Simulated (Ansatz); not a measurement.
Consider BaSr2Ti3O9 (perovskite [001] superlattice) (P4mm).

The structure was built from a prototype and need not be the compound's stable phase.

```cif
data_structure
_symmetry_space_group_name_H-M 'P 1'
_symmetry_Int_Tables_number 1
_cell_length_a 3.9123
_cell_length_b 3.9123
_cell_length_c 11.8381
_cell_angle_alpha 90.000
_cell_angle_beta 90.000
_cell_angle_gamma 90.000
_cell_volume 181.20
loop_
_atom_site_label
_atom_site_type_symbol
_atom_site_fract_x
_atom_site_fract_y
_atom_site_fract_z
_atom_site_occupancy
Sr1 Sr 0.00000 0.00000 0.08692 1
O2 O 0.50000 0.50000 0.08014 1
Ti3 Ti 0.50000 0.50000 0.25272 1
O4 O 0.50000 0.00000 0.24417 1
O5 O 0.00000 0.50000 0.24417 1
Sr6 Sr 0.00000 0.00000 0.41604 1
O7 O 0.50000 0.50000 0.40948 1
Ti8 Ti 0.50000 0.50000 0.58194 1
O9 O 0.50000 0.00000 0.57156 1
O10 O 0.00000 0.50000 0.57156 1
Ba11 Ba 0.00000 0.00000 0.74975 1
O12 O 0.50000 0.50000 0.74211 1
Ti13 Ti 0.50000 0.50000 0.92418 1
O14 O 0.50000 0.00000 0.91744 1
O15 O 0.00000 0.50000 0.91744 1
```

The structure was relaxed with PBEsol. The runs that relaxed it are not among those shown. Spin-orbit coupling is left out unless a run names it.

Gaps computed with Ansatz 0.2.0 without a self-energy: PBEsol 1.86 eV and PBEsol+SOC 1.86 eV.

What gap should G0W0 on PBEsol give (6×6×2 mesh, 609 empty bands, screening to 130 eV, PAW set soft_1 files)?

About 3.53 eV: on its mesh the run moves the gap from 1.86 eV by +1.67 eV. Bands and cutoff are finite, so the gap is not at the basis limit. The miss can reach some tenths of an eV and take either sign; the mesh is an error of its own. The many-body steps are scalar-relativistic: spin-orbit coupling is not in them.

[Paths, hosts, dates, memory and timing lines, banners, echoed tables and standing remarks are left out of the program output.]

[Logs are printed without paths, hosts, clocks, repeated set-up lines and the standing remarks that a program may print on its own settings, such as how far it seeks lower states.]

[Runs of the session that timed out or met a known fault of the program may be left out.]

[Cells called generated may have been cut or substituted from an entry of the Crystallography Open Database or the Materials Project.]

[Hosts, paths, dates, database ids (printed as entryN), source tags and the programs' standing remarks are cut or masked in the printed files.]
